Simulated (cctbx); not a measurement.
## LiHo2TlSe4: precision against data quality

Space group Cmcm (no. 63), a = 4.0760 Å, b = 13.6880 Å, c = 14.0380 Å, α = 90.00°, β = 90.00°, γ = 90.00°.

| atom | mult. | x | y | z | Ueq (Å²) |
| --- | --- | --- | --- | --- | --- |
| Tl1 | 4 | 1/2 | 0.3886 | 1/4 | 0.0048 |
| Ho1 | 8 | 1/2 | 0.1374 | 0.0664 | 0.0051 |
| Se1 | 8 | 1/2 | 0.2322 | 0.8917 | 0.0089 |
| Se2 | 4 | 0 | 0 | 0 | 0.0089 |
| Se3 | 4 | 1/2 | 0.0632 | 1/4 | 0.0065 |
| Li1 | 4 | 0 | 0.1637 | 1/4 | 0.0151 |

The model was made for the exercise: a known structure type with other elements put in, its volume estimated, not relaxed; displacement parameters are assumed.

Five simulated data sets (cctbx; Ag Kα, λ = 0.56087 Å; 3 % proportional error) differ in resolution or exposure (noise floor 4 counts in the first three, 8 in the last two). Each is refined with the right model, isotropic at 1.1 Å and anisotropic otherwise. How do the figures of merit and the uncertainties move?

| d min (Å) | top counts | ⟨I/σ⟩ (unmerged, absences included) | unique | param. (scale apart) | Rint | R1 | GooF | largest s.u. xyz (fractional) | s.u. U of Li1 (Å²) | largest error (Å) |
| --- | --- | --- | --- | --- | --- | --- | --- | --- | --- | --- |
| 1.1 | 40000 | 10.4 | 191 | 13 | 0.025 | 0.0113 | 1.09 | 0.00175 | 0.0060 | 0.0318 |
| 0.84 | 40000 | 9.4 | 403 | 28 | 0.024 | 0.0106 | 0.93 | 0.00099 | 0.0062 | 0.0144 |
| 0.6 | 40000 | 8.2 | 1066 | 28 | 0.027 | 0.0113 | 0.91 | 0.00067 | 0.0040 | 0.0068 |
| 0.75 | 300 | 1.1 | 560 | 28 | 0.238 | 0.0685 | 0.89 | 0.00460 | 0.0619 | 0.0316 |
| 0.75 | 3000 | 4.5 | 560 | 28 | 0.049 | 0.0212 | 0.90 | 0.00206 | 0.0148 | 0.0190 |

The number of reflections grows roughly as 1/d³: 191, 403 and 1066 here. R1 follows the noise rather than the truth: at 300 counts it is 0.0685, at 3000 counts 0.0212, while GooF is 0.89 and 0.90: the weights 1/σ² carry the noise. The s.u. of U (U11 where anisotropic) for Li1 goes 0.0060, 0.0062, 0.0040 Å² with resolution and 0.0619, 0.0148 Å² with exposure.

Hardware for the 0.6 Å refinement: 0.92 s on 1 thread of Arm Neoverse N1, with other jobs on the host, peak memory 0.09 GiB.
